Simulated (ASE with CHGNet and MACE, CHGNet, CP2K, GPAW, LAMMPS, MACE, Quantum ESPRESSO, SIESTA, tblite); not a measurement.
**Running glassy 68TiO2-32SiO2 (mol %) (84 atoms) with machine-learned potentials**

Aim: run glassy 68TiO2-32SiO2 (mol %) (84 atoms) in machine-learned potentials and see how near its forces come to a plane-wave reference, and at what cost.

Program: ASE with CHGNet and MACE. Level of theory: the method is named at each step. Results are calculated unless marked as measured.

**1. Starting point**

The cell holds 84 atoms: 19 Ti, 9 Si and 56 O. Cell: a = 10.476 Å, b = 10.476 Å, c = 10.476 Å, α = 90.0°, β = 90.0°, γ = 90.0°. 84 atoms (19 Ti, 9 Si, 56 O) placed at random at 3.07 g/cm³, melted at 4000 K for 10 ps at fixed volume with the Morse and Coulomb pair potential with partial charges (Pedone, Malavasi, Menziani, Cormack and Segre, J. Phys. Chem. B 110, 11780 (2006)). Quenched from 4000 K to 300 K at 10 K/ps and fixed volume, held 10 ps at zero pressure.

The yardstick, on the same geometry:

* method: Kohn-Sham DFT, PBE, SSSP efficiency 1.3.0 pseudopotentials, plane waves (Quantum ESPRESSO 7.5); sssp-pbe-1.3.0-efficiency, cutoffs 60/480 Ry, Γ point
* r.m.s. force component: 1.133 eV/Å
* longest force: 4.744 eV/Å
* pressure: 6.093 GPa
* gap (highest filled to lowest empty level): 2.38 eV
* time: 8.6 min on 2 MPI ranks of Arm Neoverse V1, shared host
* CPU time: 17 min

**2. CHGNet r2SCAN potential**

Method: machine-learned interatomic potential CHGNet r2SCAN, trained on r2SCAN plane-wave data.

Input file run.py:

```python
import numpy as np
from ase.io import read
import mlip  # loads the published weights by name

atoms = read("structure.xyz")
atoms.calc = mlip.calc("chgnet-r2scan")
energy = atoms.get_potential_energy()
forces = atoms.get_forces()
print(f"energy {energy:.6f} eV")
print("forces (eV/A)")
for i, (a, f) in enumerate(zip(atoms, forces)):
    print(f"{i:4d} {a.symbol:2s} {f[0]:10.5f} {f[1]:10.5f} {f[2]:10.5f}")
stress = -atoms.get_stress(voigt=False) * 160.21766
print("stress (GPa, compression positive)")
for row in stress:
    print(" ".join(f"{x:10.4f}" for x in row))
```

Input file structure.xyz:

```xyz
84
Lattice="10.47594 0.00000 0.00000 0.00000 10.47594 0.00000 0.00000 0.00000 10.47594" Properties=species:S:1:pos:R:3 pbc="T T T"
Ti 5.31905 5.66246 5.51485
Ti 7.37202 8.61594 9.67652
Ti 2.67199 2.12997 4.45720
Ti 4.00181 3.12361 7.50685
Ti 2.00070 5.58682 8.46529
Ti 7.22746 0.49310 5.55466
Ti 5.77455 1.43112 9.86666
Ti 2.57006 9.25895 3.45601
Ti 2.73076 3.53050 0.38478
Ti 3.73321 6.24932 2.41659
Ti 7.50119 4.47930 9.42950
Ti 10.21855 2.85166 2.19691
Ti 9.90018 7.87497 7.49847
Ti 0.69445 0.74369 7.66378
Ti 8.23744 3.85996 6.18793
Ti 5.78450 10.14406 2.64413
Ti 0.75741 8.87029 0.60771
Ti 8.99464 0.98243 10.09221
Ti 0.07564 0.18700 4.52529
Si 5.15919 2.53036 2.15438
Si 4.89090 6.66416 9.95885
Si 7.40701 4.50759 3.21077
Si 4.78310 8.79874 6.33983
Si 10.24233 7.44242 4.51136
Si 7.86848 7.54739 2.29151
Si 10.40711 5.59478 0.36331
Si 3.28945 9.85430 9.00920
Si 0.93561 4.68002 5.45252
O 0.76485 6.90092 8.18213
O 9.40216 7.24254 5.86590
O 6.25770 0.66920 4.06875
O 10.42733 4.70548 1.67720
O 3.36906 2.25610 6.03058
O 6.83723 8.71001 2.89262
O 0.49017 1.23176 6.00837
O 1.11401 4.93637 9.86247
O 7.41435 0.06254 9.66468
O 4.70632 7.00914 1.08740
O 3.79711 9.04713 5.11634
O 5.21304 2.06659 8.28574
O 2.31455 0.71184 8.43376
O 7.86701 7.97952 0.79523
O 10.04527 4.26727 6.14906
O 2.07612 0.52181 4.05105
O 8.75191 3.75447 3.47969
O 6.99185 4.78792 4.95041
O 0.63558 8.84903 4.65834
O 2.66896 7.50643 2.88424
O 8.83604 10.26579 5.08617
O 4.36847 2.72029 0.61410
O 3.09753 4.95501 1.38680
O 1.43520 2.53486 1.12114
O 6.24167 3.58288 2.56619
O 3.96410 2.42885 3.18531
O 5.82829 7.93783 9.43034
O 4.57317 0.00618 9.78023
[... 24 atom lines left out ...]
O 1.17111 9.47978 2.16642
O 9.89809 9.92752 0.05385
O 0.58980 6.02691 4.62356
O 9.14717 7.61737 3.24513
```

The run is started by

```
$ OMP_NUM_THREADS=1 python run.py > output.txt
```

The log of the run:

```text
CHGNet vr2scan initialized with 412,525 parameters
CHGNet will run on cpu
energy -916.641296 eV
forces (eV/A)
   0 Ti    0.91517    0.85548   -1.00816
   1 Ti    0.71395    1.63866    0.83075
   2 Ti    0.35669    0.37846   -0.96331
   3 Ti   -0.60432   -0.57491    0.49909
   4 Ti    0.70610    0.38089   -0.74403
   5 Ti   -0.08632   -1.90485   -0.44349
   6 Ti   -0.42508   -0.91951    0.54659
   7 Ti    1.61006   -0.31061    0.45519
   8 Ti   -1.63799   -0.28095   -0.57192
   9 Ti    0.56055    0.13312   -0.92234
  10 Ti   -0.14626    0.25388    3.81224
  11 Ti    0.44906    1.58257   -0.73135
  12 Ti    1.38684   -0.25064   -0.99696
  13 Ti    0.05898   -0.96330    0.78050
  14 Ti    1.29615   -0.53588   -1.84576
  15 Ti    0.70387   -1.17115    1.00687
  16 Ti    0.78075    0.28050   -0.99050
  17 Ti    0.13429   -0.61505   -0.94913
  18 Ti   -0.59923    0.35959    0.69621
  19 Si   -0.55740   -1.89718   -2.62198
  20 Si    1.68743   -0.56449    0.88991
  21 Si   -0.30507    0.78764    1.19432
  22 Si   -0.97588    1.92871    0.20397
  23 Si   -0.54924   -0.34156   -0.60746
[...]
76 O     0.66507    2.57842    1.06830
  77 O     0.00165   -0.20609    0.63156
  78 O    -0.73884   -0.43125    0.07245
  79 O     0.05764    0.25782   -0.10241
  80 O     0.39427    0.48202    1.29442
  81 O    -0.73978    0.65439   -0.28101
  82 O     0.63629    0.85533   -1.38659
  83 O     2.15160   -0.02948    0.98387
stress (GPa, compression positive)
    1.5170     0.4732    -0.1105
    0.4732     2.1101    -0.1996
   -0.1105    -0.1996     3.5282
```

It took 5 s on 1 thread of Arm Neoverse V1, shared host; peak memory 1.1 GiB.

Banners, paths, timers and routine set-up lines are dropped from the logs unmarked, and long logs keep their key lines alone; longer cuts are marked.

Against the reference:

```
r.m.s. force component                  : 0.9432 eV/Å
r.m.s. difference of force components   : 297.7 meV/Å
longest difference of force vectors     : 930 meV/Å
force difference over r.m.s. force      : 26.26 %
slope of forces against the reference's : 0.8118
correlation of force components         : 0.9755
pressure                                : 2.385 GPa
pressure difference                     : -3.708 GPa
```

Length of the force difference by element (eV/Å):

| element | atoms | mean | most |
| --- | --- | --- | --- |
| O | 56 | 0.43 | 0.87 |
| Si | 9 | 0.44 | 0.69 |
| Ti | 19 | 0.60 | 0.93 |

The surroundings of Si21, one of the 9 Si atoms, nearest first, numbered as they follow in the input and with coordinates relative to it.

| atom | x | y | z | distance (Å) | bonds | Fx | Fy | Fz (eV/Å) |
| --- | --- | --- | --- | --- | --- | --- | --- | --- |
| Si21 | 0.00 | 0.00 | 0.00 | 0.00 | 4 | 1.69 | -0.56 | 0.89 |
| O80 | -1.32 | -0.30 | -0.83 | 1.59 | 2 | 0.06 | 0.26 | -0.10 |
| O38 | -0.18 | 0.34 | 1.60 | 1.65 | 2 | 0.61 | -0.02 | -1.38 |
| O55 | 0.94 | 1.27 | -0.53 | 1.67 | 2 | -2.34 | -1.43 | -0.44 |
| O75 | 1.11 | -1.32 | -0.13 | 1.73 | 2 | -1.54 | 1.61 | 0.05 |
| O51 | -1.79 | -1.71 | 1.90 | 3.12 | 2 | -0.66 | -0.74 | -0.11 |
| Ti2 | 2.48 | 1.95 | -0.28 | 3.17 | 4 | 0.71 | 1.64 | 0.83 |
| Ti10 | -1.16 | -0.41 | 2.93 | 3.18 | 4 | 0.56 | 0.13 | -0.92 |
| Ti5 | -2.89 | -1.08 | -1.49 | 3.43 | 5 | 0.71 | 0.38 | -0.74 |
| Ti11 | 2.61 | -2.18 | -0.53 | 3.44 | 4 | -0.15 | 0.25 | 3.81 |
| O74 | -1.03 | 2.44 | -2.28 | 3.49 | 2 | -0.05 | -0.30 | 0.58 |
| O42 | 2.98 | 1.32 | 1.31 | 3.51 | 2 | 0.76 | -0.29 | -1.16 |

Atoms are counted from 1 here, from 0 in the log.

Forces lie 26 % from the reference's, at 0.0046 times its CPU time (on 1 against 2 cores).

**3. MACE MPA-0 medium potential**

Method: machine-learned interatomic potential MACE MPA-0 medium, trained on PBE(+U) plane-wave data.

Changes to run.py since step 2:

```diff
@@ -5,3 +5,3 @@
 atoms = read("structure.xyz")
-atoms.calc = mlip.calc("chgnet-r2scan")
+atoms.calc = mlip.calc("mace-mpa-0-medium")
 energy = atoms.get_potential_energy()
```

structure.xyz is that of step 2.

The log of the run:

```text
energy -709.716553 eV
forces (eV/A)
   0 Ti    1.51330    0.86860   -1.35852
   1 Ti    1.04764    2.30252    0.97556
   2 Ti    0.84081    0.41065   -0.98594
   3 Ti   -0.96242   -0.85640    0.56433
   4 Ti    0.90521    0.79615   -1.02387
   5 Ti   -0.32092   -2.47270   -0.95031
   6 Ti   -0.71183   -1.09609    0.75703
   7 Ti    2.26276   -0.42990    0.49697
   8 Ti   -2.00410   -0.47339   -0.70736
   9 Ti    0.57562    0.31666   -1.33433
  10 Ti   -0.37225    0.35230    4.91122
  11 Ti    0.54240    2.11376   -0.86156
  12 Ti    1.59239   -0.19491   -1.39098
  13 Ti    0.06365   -1.50458    0.94442
  14 Ti    1.02914   -0.63738   -2.80811
  15 Ti    0.54384   -1.37327    1.38637
  16 Ti    1.31213    0.29941   -1.13104
  17 Ti    0.43284   -0.92792   -1.18233
  18 Ti   -0.76336    0.50370    0.91429
  19 Si   -0.57781   -1.86391   -2.67977
  20 Si    2.01945   -0.80247    1.06071
  21 Si   -0.41781    0.63565    1.51860
  22 Si   -0.92718    2.26302    0.24518
  23 Si   -0.68886   -0.29978   -0.88004
[...]
76 O     0.86073    3.03899    1.53969
  77 O    -0.05261   -0.04703    0.84017
  78 O    -0.99608   -0.64768    0.21228
  79 O    -0.48947    0.28608   -0.51703
  80 O     0.23400    0.63632    1.40564
  81 O    -1.09219    0.96411   -0.43342
  82 O     0.97839    0.73658   -1.70893
  83 O     2.56026    0.00991    0.95504
stress (GPa, compression positive)
    6.0905     0.3791    -0.1256
    0.3791     7.4053    -0.1825
   -0.1256    -0.1825     8.9946
```

Elapsed: 10 s, on 1 thread; peak memory 1 GiB.

Against the reference:

```
r.m.s. force component                  : 1.124 eV/Å
r.m.s. difference of force components   : 127.3 meV/Å
longest difference of force vectors     : 430.8 meV/Å
force difference over r.m.s. force      : 11.23 %
slope of forces against the reference's : 0.9854
correlation of force components         : 0.9937
pressure                                : 7.497 GPa
pressure difference                     : 1.404 GPa
```

Against the first run (26 %), the force difference from the reference is 11 %, at 2.0 times the CPU time.

**4. MACE MP-0b2 small potential**

Method: machine-learned interatomic potential MACE MP-0b2 small, trained on PBE(+U) plane-wave data.

Changes to run.py since step 3:

```diff
@@ -5,3 +5,3 @@
 atoms = read("structure.xyz")
-atoms.calc = mlip.calc("mace-mpa-0-medium")
+atoms.calc = mlip.calc("mace-mp-0b2-small")
 energy = atoms.get_potential_energy()
```

structure.xyz is that of step 3.

The log of the run:

```text
energy -707.830385 eV
forces (eV/A)
   0 Ti    1.29712    0.93424   -1.41502
   1 Ti    0.93082    2.05475    1.03133
   2 Ti    0.60216    0.25347   -0.89739
   3 Ti   -0.78286   -0.64894    0.77204
   4 Ti    0.76065    0.62520   -0.66196
   5 Ti   -0.08102   -2.24463   -0.93400
   6 Ti   -0.81650   -0.88385    0.54980
   7 Ti    2.12961   -0.46439    0.56558
   8 Ti   -1.76137   -0.30348   -0.53429
   9 Ti    0.64232    0.25821   -1.13025
  10 Ti   -0.23256    0.46348    4.60998
  11 Ti    0.57576    2.09548   -0.62956
  12 Ti    1.53762   -0.29308   -1.32332
  13 Ti    0.14536   -1.34770    1.01187
  14 Ti    1.19828   -0.61347   -2.63915
  15 Ti    0.51982   -1.43321    1.25953
  16 Ti    1.08484    0.22648   -1.06309
  17 Ti    0.54692   -0.88224   -1.04173
  18 Ti   -0.89536    0.17238    0.89425
  19 Si   -0.50180   -1.60190   -2.51461
  20 Si    1.90933   -0.81577    1.08894
  21 Si   -0.38661    0.69303    1.48897
  22 Si   -1.11848    2.10224    0.19678
  23 Si   -0.70145   -0.36070   -0.89851
[...]
76 O     0.69808    2.46938    1.34330
  77 O    -0.13969   -0.29683    0.96730
  78 O    -1.02397   -0.59318    0.08324
  79 O    -0.37778    0.28955   -0.52290
  80 O     0.23190    0.64189    1.46524
  81 O    -0.98114    0.96803   -0.42406
  82 O     0.83266    0.74279   -1.48573
  83 O     2.48124    0.07594    0.98910
stress (GPa, compression positive)
    6.0015     0.6268    -0.0551
    0.6268     7.3138    -0.1435
   -0.0551    -0.1435     8.6369
```

Elapsed: 7.9 s, on 1 thread; peak memory 0.66 GiB.

Compared with the plane-wave run:

- r.m.s. force component: 1.043 eV/Å
- r.m.s. difference of force components: 184 meV/Å
- longest difference of force vectors: 855.9 meV/Å
- force difference over r.m.s. force: 16.23 %
- slope of forces against the reference's: 0.9101
- correlation of force components: 0.9891
- pressure: 7.317 GPa
- pressure difference: 1.225 GPa

Against the first run (26 %), the force difference from the reference is 16 %, at 1.6 times the CPU time.

**5. All runs compared**

Differences are against the plane-wave reference, forces as r.m.s. over components; share is that over the reference's r.m.s. force, slope the least-squares factor from reference forces to these. Total energies of different programs have different zeros and aren't compared.

| run | Δ force, r.m.s. (meV/Å) | share (%) | slope | Δ pressure (GPa) | cores | CPU time | memory (GiB) |
| --- | --- | --- | --- | --- | --- | --- | --- |
| reference | - | - | - | - | 2 | 17 min | 3.5 |
| CHGNet r2SCAN potential | 298 | 26.3 | 0.812 | -3.71 | 1 | 4.8 s | 1.1 |
| MACE MPA-0 medium potential | 127 | 11.2 | 0.985 | 1.40 | 1 | 9.6 s | 1.0 |
| MACE MP-0b2 small potential | 184 | 16.2 | 0.910 | 1.22 | 1 | 7.5 s | 0.66 |

Times of the machine-learned potentials are mostly Python's start and the loading of weights.

CPU time is summed over cores on a shared host, where runs went side by side, so it is rough. Symmetry, cutoffs, thresholds, outputs and thread counts weren't matched or tuned between programs; memory under MPI is the largest rank's times the ranks.

**6. Summary of results**

| Quantity | Value |
| --- | --- |
| nearest in forces | MACE MPA-0 medium potential, 11 % |
| its CPU time | 9.6 s |

Machine-learned potentials differ by 11 % (MACE MPA-0 medium potential) to 26 % (CHGNet r2SCAN potential); they were trained on other programs' data, some at another functional. The reference's pressure holds the uncorrected Pulay stress of its 60 Ry basis, so small pressure differences, and their order, may be the reference's own error. Machine-learned potentials mimic data converged in k, so the reference's own k-point error enters their differences. The quench rate of 10 K/ps is many orders above laboratory rates, so the cell is likely richer in defects and strain than a real sample. The network of bonds at the start is that of the classical potential that made the cell, and needn't be the one that DFT or experiment would give. The electronic-structure runs sample only Γ, in a cell whose shortest periodic width is 10 Å.

[Also dropped from logs without a mark: logging warnings of Python, and SIESTA's first energy breakdown and zero terms.]

[Logs are printed without paths, hosts, clocks, repeated set-up lines and the standing remarks that a program may print on its own settings, such as how far it seeks lower states.]

[Hosts, paths, dates, database ids (printed as entryN), source tags and the programs' standing remarks are cut or masked in the printed files.]
